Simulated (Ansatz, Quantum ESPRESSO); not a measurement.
# Evanescent states of KCl, rock salt type, lattice constant set to 6.252 Å, part 2 of 4

Aim: how fast states decay in the gap of KCl, rock salt type, lattice constant set to 6.252 Å.

Quantum ESPRESSO 7.5; plane-wave DFT, PBE, GBRV ultrasoft pseudopotentials; cross-check by Ansatz 0.2.0 with PAW datasets.

So far. Step 2 (Self-consistent run): The run needed 11 iterations to bring the estimated error under 1e-09 Ry.

The structure was built from a prototype and need not be the compound's stable phase.

## Step 3: Complex band structure

Level of this step: complex band structure by pwcond; plane-wave DFT, PBE, GBRV ultrasoft pseudopotentials (Quantum ESPRESSO).

ikind = 0 solves one period of the crystal for all kz, real and complex, at each energy and k across. ewind and epsproj trim the two-dimensional plane-wave basis; nz1 sets the subslabs.

cbs.in

```
&inputcond
  outdir = './out'
  prefixl = 'scf'
  band_file = 'cbs'
  ikind = 0
  ewind = 4.0
  epsproj = 1e-05
  nz1 = 7
  energy0 = 6.9
  denergy = -0.23
/
4
  0.00000000 0.00000000 1.00000000
  0.50000000 0.00000000 1.00000000
  0.50000000 0.50000000 1.00000000
  0.25000000 0.00000000 1.00000000
40
```

Launch:

```
OMP_NUM_THREADS=1 mpirun -n 2 pwcond.x -in cbs.in > cbs.out
```

Output:

```text
[banner, memory and clock lines left out]
Program PWCOND v.7.5 starts

          URL

     ./out/scf.save/

     IMPORTANT: XC functional enforced from input :
     Exchange-correlation= PBE
                           (   1   4   3   4   0   0   0)
     Any further DFT definition will be discarded
     Please, verify this is what you really want

     negative rho (up, down):  3.035E-02 0.000E+00
     Reading collected, re-writing distributed wavefunctions

===== INPUT FILE containing the left lead =====

     GEOMETRY:

     lattice parameter (alat)  =       8.3542  a.u.
     the volume                =     824.5624 (a.u.)^3
     the cross section         =      69.7920 (a.u.)^2
     l of the unit cell        =       1.4142 (alat)
     number of atoms/cell      =            4
     number of atomic types    =            2

     crystal axes: (cart. coord. in units of alat)
               a(1) = (  1.0000  0.0000  0.0000 )
               a(2) = (  0.0000  1.0000  0.0000 )
               a(3) = (  0.0000  0.0000  1.4142 )

   Cartesian axes

     site n.     atom                  positions (alat units)
          1        K      tau(  1)=(  0.0000  0.0000  1.4142  )
          2        Cl     tau(  2)=(  0.5000  0.5000  1.4142  )
          3        K      tau(  3)=(  0.5000  0.5000  0.7071  )
          4        Cl     tau(  4)=(  0.0000  0.0000  0.7071  )

     nr1s                      =           36
     nr2s                      =           36
     nr3s                      =           48
     nr1sx                     =           36
     nr2sx                     =           36
     nr3sx                     =           48
     nr1                       =           40
     nr2                       =           40
     nr3                       =           54
     nr1x                      =           40
     nr2x                      =           40
     nr3x                      =           54

 _______________________________
  Radii of nonlocal spheres:

     type       ibeta     ang. mom.          radius (alat units)
       K          1         0                    0.2424
       K          2         0                    0.2424
       K          3         1                    0.2424
       K          4         1                    0.2424
       K          5         2                    0.2424
       K          6         2                    0.2424
       Cl         1         0                    0.1563
       Cl         2         0                    0.1563
       Cl         3         1                    0.1563
       Cl         4         1                    0.1563
       Cl         5         2                    0.1563
       Cl         6         2                    0.1563
----- General information -----

----- Complex band structure calculation -----

     nrx                       =           36
     nry                       =           36
     nz1                       =            7

     energy0               =         6.9E+00
     denergy               =        -2.3E-01
     nenergy               =         40
     ecut2d                =         4.0E+01
     ewind                 =         4.0E+00
     epsproj               =         1.0E-05

     number of k_|| points=    4
                       cryst. coord.
        k(    1) = (   0.0000000   0.0000000), wk =   0.2500000
        k(    2) = (   0.5000000   0.0000000), wk =   0.2500000
        k(    3) = (   0.5000000   0.5000000), wk =   0.2500000
        k(    4) = (   0.2500000   0.0000000), wk =   0.2500000
----- Information about left lead -----

     nocros                   =           36
     noins                    =           36
     norb                     =          108
     norbf                    =          108
     nrz                      =           48

      iorb      type   ibeta   ang. mom.   m       position (alat)
        1        1       1        0        1   taunew(   1)=(  0.0000  0.0000  0.0000)
        2        1       2        0        1   taunew(   2)=(  0.0000  0.0000  0.0000)
        3        1       3        1        1   taunew(   3)=(  0.0000  0.0000  0.0000)
        4        1       3        1        2   taunew(   4)=(  0.0000  0.0000  0.0000)
        5        1       3        1        3   taunew(   5)=(  0.0000  0.0000  0.0000)
        6        1       4        1        1   taunew(   6)=(  0.0000  0.0000  0.0000)
        7        1       4        1        2   taunew(   7)=(  0.0000  0.0000  0.0000)
        8        1       4        1        3   taunew(   8)=(  0.0000  0.0000  0.0000)
        9        1       5        2        1   taunew(   9)=(  0.0000  0.0000  0.0000)
       10        1       5        2        2   taunew(  10)=(  0.0000  0.0000  0.0000)
       11        1       5        2        3   taunew(  11)=(  0.0000  0.0000  0.0000)
       12        1       5        2        4   taunew(  12)=(  0.0000  0.0000  0.0000)
       13        1       5        2        5   taunew(  13)=(  0.0000  0.0000  0.0000)
       14        1       6        2        1   taunew(  14)=(  0.0000  0.0000  0.0000)
       15        1       6        2        2   taunew(  15)=(  0.0000  0.0000  0.0000)
       16        1       6        2        3   taunew(  16)=(  0.0000  0.0000  0.0000)
       17        1       6        2        4   taunew(  17)=(  0.0000  0.0000  0.0000)
       18        1       6        2        5   taunew(  18)=(  0.0000  0.0000  0.0000)
       19        2       1        0        1   taunew(  19)=(  0.5000  0.5000  0.0000)
       20        2       2        0        1   taunew(  20)=(  0.5000  0.5000  0.0000)
       21        2       3        1        1   taunew(  21)=(  0.5000  0.5000  0.0000)
       22        2       3        1        2   taunew(  22)=(  0.5000  0.5000  0.0000)
       23        2       3        1        3   taunew(  23)=(  0.5000  0.5000  0.0000)
       24        2       4        1        1   taunew(  24)=(  0.5000  0.5000  0.0000)
       25        2       4        1        2   taunew(  25)=(  0.5000  0.5000  0.0000)
       26        2       4        1        3   taunew(  26)=(  0.5000  0.5000  0.0000)
       27        2       5        2        1   taunew(  27)=(  0.5000  0.5000  0.0000)
       28        2       5        2        2   taunew(  28)=(  0.5000  0.5000  0.0000)
       29        2       5        2        3   taunew(  29)=(  0.5000  0.5000  0.0000)
       30        2       5        2        4   taunew(  30)=(  0.5000  0.5000  0.0000)
       31        2       5        2        5   taunew(  31)=(  0.5000  0.5000  0.0000)
       32        2       6        2        1   taunew(  32)=(  0.5000  0.5000  0.0000)
       33        2       6        2        2   taunew(  33)=(  0.5000  0.5000  0.0000)
       34        2       6        2        3   taunew(  34)=(  0.5000  0.5000  0.0000)
       35        2       6        2        4   taunew(  35)=(  0.5000  0.5000  0.0000)
       36        2       6        2        5   taunew(  36)=(  0.5000  0.5000  0.0000)
       37        1       1        0        1   taunew(  37)=(  0.5000  0.5000  0.7071)
       38        1       2        0        1   taunew(  38)=(  0.5000  0.5000  0.7071)
       39        1       3        1        1   taunew(  39)=(  0.5000  0.5000  0.7071)
       40        1       3        1        2   taunew(  40)=(  0.5000  0.5000  0.7071)
       41        1       3        1        3   taunew(  41)=(  0.5000  0.5000  0.7071)
       42        1       4        1        1   taunew(  42)=(  0.5000  0.5000  0.7071)
       43        1       4        1        2   taunew(  43)=(  0.5000  0.5000  0.7071)
       44        1       4        1        3   taunew(  44)=(  0.5000  0.5000  0.7071)
       45        1       5        2        1   taunew(  45)=(  0.5000  0.5000  0.7071)
       46        1       5        2        2   taunew(  46)=(  0.5000  0.5000  0.7071)
       47        1       5        2        3   taunew(  47)=(  0.5000  0.5000  0.7071)
       48        1       5        2        4   taunew(  48)=(  0.5000  0.5000  0.7071)
       49        1       5        2        5   taunew(  49)=(  0.5000  0.5000  0.7071)
       50        1       6        2        1   taunew(  50)=(  0.5000  0.5000  0.7071)
       51        1       6        2        2   taunew(  51)=(  0.5000  0.5000  0.7071)
       52        1       6        2        3   taunew(  52)=(  0.5000  0.5000  0.7071)
       53        1       6        2        4   taunew(  53)=(  0.5000  0.5000  0.7071)
       54        1       6        2        5   taunew(  54)=(  0.5000  0.5000  0.7071)
       55        2       1        0        1   taunew(  55)=(  0.0000  0.0000  0.7071)
       56        2       2        0        1   taunew(  56)=(  0.0000  0.0000  0.7071)
       57        2       3        1        1   taunew(  57)=(  0.0000  0.0000  0.7071)
       58        2       3        1        2   taunew(  58)=(  0.0000  0.0000  0.7071)
       59        2       3        1        3   taunew(  59)=(  0.0000  0.0000  0.7071)
       60        2       4        1        1   taunew(  60)=(  0.0000  0.0000  0.7071)
       61        2       4        1        2   taunew(  61)=(  0.0000  0.0000  0.7071)
       62        2       4        1        3   taunew(  62)=(  0.0000  0.0000  0.7071)
       63        2       5        2        1   taunew(  63)=(  0.0000  0.0000  0.7071)
       64        2       5        2        2   taunew(  64)=(  0.0000  0.0000  0.7071)
       65        2       5        2        3   taunew(  65)=(  0.0000  0.0000  0.7071)
       66        2       5        2        4   taunew(  66)=(  0.0000  0.0000  0.7071)
       67        2       5        2        5   taunew(  67)=(  0.0000  0.0000  0.7071)
       68        2       6        2        1   taunew(  68)=(  0.0000  0.0000  0.7071)
       69        2       6        2        2   taunew(  69)=(  0.0000  0.0000  0.7071)
       70        2       6        2        3   taunew(  70)=(  0.0000  0.0000  0.7071)
       71        2       6        2        4   taunew(  71)=(  0.0000  0.0000  0.7071)
       72        2       6        2        5   taunew(  72)=(  0.0000  0.0000  0.7071)
       73        1       1        0        1   taunew(  73)=(  0.0000  0.0000  1.4142)
       74        1       2        0        1   taunew(  74)=(  0.0000  0.0000  1.4142)
       75        1       3        1        1   taunew(  75)=(  0.0000  0.0000  1.4142)
       76        1       3        1        2   taunew(  76)=(  0.0000  0.0000  1.4142)
       77        1       3        1        3   taunew(  77)=(  0.0000  0.0000  1.4142)
       78        1       4        1        1   taunew(  78)=(  0.0000  0.0000  1.4142)
       79        1       4        1        2   taunew(  79)=(  0.0000  0.0000  1.4142)
       80        1       4        1        3   taunew(  80)=(  0.0000  0.0000  1.4142)
       81        1       5        2        1   taunew(  81)=(  0.0000  0.0000  1.4142)
       82        1       5        2        2   taunew(  82)=(  0.0000  0.0000  1.4142)
       83        1       5        2        3   taunew(  83)=(  0.0000  0.0000  1.4142)
       84        1       5        2        4   taunew(  84)=(  0.0000  0.0000  1.4142)
       85        1       5        2        5   taunew(  85)=(  0.0000  0.0000  1.4142)
       86        1       6        2        1   taunew(  86)=(  0.0000  0.0000  1.4142)
       87        1       6        2        2   taunew(  87)=(  0.0000  0.0000  1.4142)
       88        1       6        2        3   taunew(  88)=(  0.0000  0.0000  1.4142)
       89        1       6        2        4   taunew(  89)=(  0.0000  0.0000  1.4142)
       90        1       6        2        5   taunew(  90)=(  0.0000  0.0000  1.4142)
       91        2       1        0        1   taunew(  91)=(  0.5000  0.5000  1.4142)
       92        2       2        0        1   taunew(  92)=(  0.5000  0.5000  1.4142)
       93        2       3        1        1   taunew(  93)=(  0.5000  0.5000  1.4142)
       94        2       3        1        2   taunew(  94)=(  0.5000  0.5000  1.4142)
       95        2       3        1        3   taunew(  95)=(  0.5000  0.5000  1.4142)
       96        2       4        1        1   taunew(  96)=(  0.5000  0.5000  1.4142)
       97        2       4        1        2   taunew(  97)=(  0.5000  0.5000  1.4142)
       98        2       4        1        3   taunew(  98)=(  0.5000  0.5000  1.4142)
       99        2       5        2        1   taunew(  99)=(  0.5000  0.5000  1.4142)
      100        2       5        2        2   taunew( 100)=(  0.5000  0.5000  1.4142)
      101        2       5        2        3   taunew( 101)=(  0.5000  0.5000  1.4142)
      102        2       5        2        4   taunew( 102)=(  0.5000  0.5000  1.4142)
      103        2       5        2        5   taunew( 103)=(  0.5000  0.5000  1.4142)
      104        2       6        2        1   taunew( 104)=(  0.5000  0.5000  1.4142)
      105        2       6        2        2   taunew( 105)=(  0.5000  0.5000  1.4142)
      106        2       6        2        3   taunew( 106)=(  0.5000  0.5000  1.4142)
      107        2       6        2        4   taunew( 107)=(  0.5000  0.5000  1.4142)
      108        2       6        2        5   taunew( 108)=(  0.5000  0.5000  1.4142)
 ngper, shell number =          221          32
 ngper, n2d =          221         100
---  E-Ef =    6.9000000  k =    0.0000000   0.0000000
---  ie =          1  ik =          1
 Nchannels of the left tip =            2
 Right moving states:
   k1(2pi/a)   k2(2pi/a)   E-Ef (eV)
   0.3580043   0.0000000   6.9000000
  -0.4601852  -0.0000000   6.9000000
 Left moving states:
   k1(2pi/a)   k2(2pi/a)   E-Ef (eV)
  -0.3580043   0.0000000   6.9000000
   0.4601851  -0.0000000   6.9000000

---  E-Ef =    6.6700000  k =    0.0000000   0.0000000
---  ie =          2  ik =          1
 Nchannels of the left tip =            2
 Right moving states:
   k1(2pi/a)   k2(2pi/a)   E-Ef (eV)
   0.2244532   0.0000000   6.6700000
   0.4867937  -0.0000000   6.6700000
 Left moving states:
   k1(2pi/a)   k2(2pi/a)   E-Ef (eV)
  -0.2244532   0.0000000   6.6700000
  -0.4867938  -0.0000000   6.6700000
[... further energies and points left out ...]
---  E-Ef =   -1.8400000  k =    0.2500000   0.0000000
---  ie =         39  ik =          4
 Nchannels of the left tip =            0
 Right moving states:
   k1(2pi/a)   k2(2pi/a)   E-Ef (eV)
 Left moving states:
   k1(2pi/a)   k2(2pi/a)   E-Ef (eV)

---  E-Ef =   -2.0700000  k =    0.2500000   0.0000000
---  ie =         40  ik =          4
 Nchannels of the left tip =            0
 Right moving states:
   k1(2pi/a)   k2(2pi/a)   E-Ef (eV)
 Left moving states:
   k1(2pi/a)   k2(2pi/a)   E-Ef (eV)

Note: The following floating-point exceptions are signalling: IEEE_UNDERFLOW_FLAG IEEE_DENORMAL
Note: The following floating-point exceptions are signalling: IEEE_UNDERFLOW_FLAG IEEE_DENORMAL
```

It took 3.4 min on 2 MPI ranks of AMD EPYC 7R43, shared host; peak memory 0.19 GiB.

Numbers from this step:

```
peak of the smallest κ at the zone centre : 0.383 Å⁻¹
energy of the peak at the zone centre     : 2.3 eV
peak of the smallest κ at (1/2, 1/2)      : 0.506 Å⁻¹
peak of the smallest κ at (1/4, 0)        : 0.453 Å⁻¹
```

K across = (0, 0) in the cell's reciprocal vectors; values within 0.0025 1/Å of each other count once, columns are sorted by size at each energy, a dash where no further value was kept. The Im kz of the slowest decaying states by energy, zero at the highest filled level of the SCF mesh:

```
energy (eV)  decay 1 (Å⁻¹)  decay 2 (Å⁻¹)  decay 3 (Å⁻¹)
      -2.07          0.522           1.12           1.56
      -1.84          0.493           1.09           1.54
      -1.38          0.414           1.01            1.5
      -1.15          0.356          0.972           1.48
      -0.92          0.265           0.92           1.46
      -0.46          0.317          0.755           1.41
      -0.23          0.073          0.398          0.867
       0.00          0.027          0.037          0.445
       0.46          0.255          0.503          0.571
       0.69          0.294          0.522          0.633
       0.92          0.323          0.537          0.673
       1.38          0.358          0.559          0.718
       1.61          0.369          0.567           0.73
       1.84          0.376          0.573          0.738
       2.30          0.383          0.581          0.745
       2.53          0.383          0.584          0.745
       2.99          0.375          0.585          0.738
       3.22          0.368          0.585          0.732
       3.45          0.358          0.583          0.725
       3.91           0.33          0.579          0.706
       4.14           0.31          0.575          0.695
       4.37          0.285          0.571          0.683
       4.83           0.21           0.56          0.654
       5.06          0.147          0.553          0.638
       5.29          0.546          0.619          0.775
       5.75          0.493           0.53          0.582
       5.98          0.415          0.521           0.56
       6.21          0.315          0.511          0.536
       6.67          0.483          0.488          0.583
       6.90          0.452          0.475          0.552
```

K across = (0, 0) in the cell's reciprocal vectors. Re kz of states that move upwards against energy, zero at the highest filled level of the SCF mesh:

| energy (eV) | channel 1 (Å⁻¹) | channel 2 (Å⁻¹) |
| --- | --- | --- |
| -2.07 | - | - |
| -1.84 | - | - |
| -1.61 | - | - |
| -1.38 | - | - |
| -1.15 | - | - |
| -0.92 | - | - |
| -0.69 | -0.127 | 0.458 |
| -0.46 | -0.353 | - |
| -0.23 | -0.221 | - |
| 0.00 | - | - |
| 0.46 | - | - |
| 0.69 | - | - |
| 0.92 | - | - |
| 1.15 | - | - |
| 1.38 | - | - |
| 1.61 | - | - |
| 1.84 | - | - |
| 2.07 | - | - |
| 2.30 | - | - |
| 2.53 | - | - |
| 2.76 | - | - |
| 2.99 | - | - |
| 3.22 | - | - |
| 3.45 | - | - |
| 3.68 | - | - |
| 3.91 | - | - |
| 4.14 | - | - |
| 4.37 | - | - |
| 4.83 | - | - |
| 5.06 | - | - |
| 5.29 | 0.0636 | - |
| 5.52 | 0.182 | - |
| 5.75 | 0.257 | - |
| 5.98 | 0.320 | - |
| 6.21 | 0.379 | - |
| 6.44 | 0.435 | - |
| 6.67 | 0.226 | 0.489 |
| 6.90 | -0.462 | 0.360 |

K across = (1/2, 0) in the cell's reciprocal vectors; values within 0.0025 1/Å of each other count once, columns are sorted by size at each energy, a dash where no further value was kept. Im kz of the slowest decaying states against energy, zero at the highest filled level of the SCF mesh:

| energy (eV) | decay 1 (Å⁻¹) | decay 2 (Å⁻¹) | decay 3 (Å⁻¹) |
| --- | --- | --- | --- |
| -2.07 | 0.484 | 1.03 | 1.07 |
| -1.61 | 0.389 | 0.957 | 1.00 |
| -1.15 | 0.158 | 0.866 | 0.909 |
| -0.69 | 0.221 | 0.716 | 0.754 |
| -0.46 | 0.302 | 0.55 | 0.575 |
| 0.00 | 0.449 | 0.64 | 0.709 |
| 0.46 | 0.486 | 0.765 | 0.822 |
| 0.92 | 0.515 | 0.814 | 0.87 |
| 1.38 | 0.535 | 0.837 | 0.893 |
| 1.84 | 0.547 | 0.846 | 0.903 |
| 2.30 | 0.555 | 0.846 | 0.904 |
| 2.53 | 0.557 | 0.844 | 0.903 |
| 2.99 | 0.558 | 0.835 | 0.895 |
| 3.45 | 0.556 | 0.82 | 0.884 |
| 3.91 | 0.551 | 0.801 | 0.868 |
| 4.37 | 0.543 | 0.778 | 0.849 |
| 4.83 | 0.533 | 0.749 | 0.826 |
| 5.29 | 0.52 | 0.714 | 0.799 |
| 5.52 | 0.514 | 0.693 | 0.785 |
| 5.98 | 0.501 | 0.642 | 0.753 |
| 6.44 | 0.508 | 0.557 | 0.718 |
| 6.90 | 0.478 | 0.677 | 0.81 |

K across = (1/2, 1/2) in the cell's reciprocal vectors; values within 0.0025 1/Å of each other count once, columns are sorted by size at each energy, a dash where no further value was kept. Table of Im kz of the slowest decaying states by energy, zero at the highest filled level of the SCF mesh:

```
energy (eV)  decay 1 (Å⁻¹)  decay 2 (Å⁻¹)  decay 3 (Å⁻¹)
      -2.07          0.543           1.06           1.88
      -1.61          0.486          0.986           1.84
      -1.15          0.402          0.879           1.81
      -0.69          0.161          0.243           1.08
      -0.46           1.11           1.75              -
       0.00          0.253           0.35           1.15
       0.46          0.374           0.51           1.18
       0.92          0.431          0.574           1.19
       1.38          0.465          0.604           1.20
       1.84          0.486          0.614           1.20
       2.30          0.499          0.612           1.19
       2.53          0.502          0.607           1.19
       2.99          0.506          0.592           1.18
       3.45          0.505          0.569           1.17
       3.91          0.499          0.538           1.16
       4.37           0.49            0.5           1.15
       4.83          0.454          0.477           1.13
       5.29          0.395           0.46           1.11
       5.52          0.359           0.45           1.10
       5.98          0.269          0.426           1.08
       6.44          0.102          0.396           1.05
       6.90           0.36          0.978           1.03
```

(Continued in part 3 of 4.)

[Logs are printed without paths, hosts, clocks, repeated set-up lines and the standing remarks that a program may print on its own settings, such as how far it seeks lower states.]

[Hosts, paths, dates, database ids (printed as entryN), source tags and the programs' standing remarks are cut or masked in the printed files.]

[Maps of the electrostatic potential energy from Ansatz leave out the sawtooth potential of an applied field or a dipole correction, so their vacuum need not be flat; planar profiles and work functions include it.]
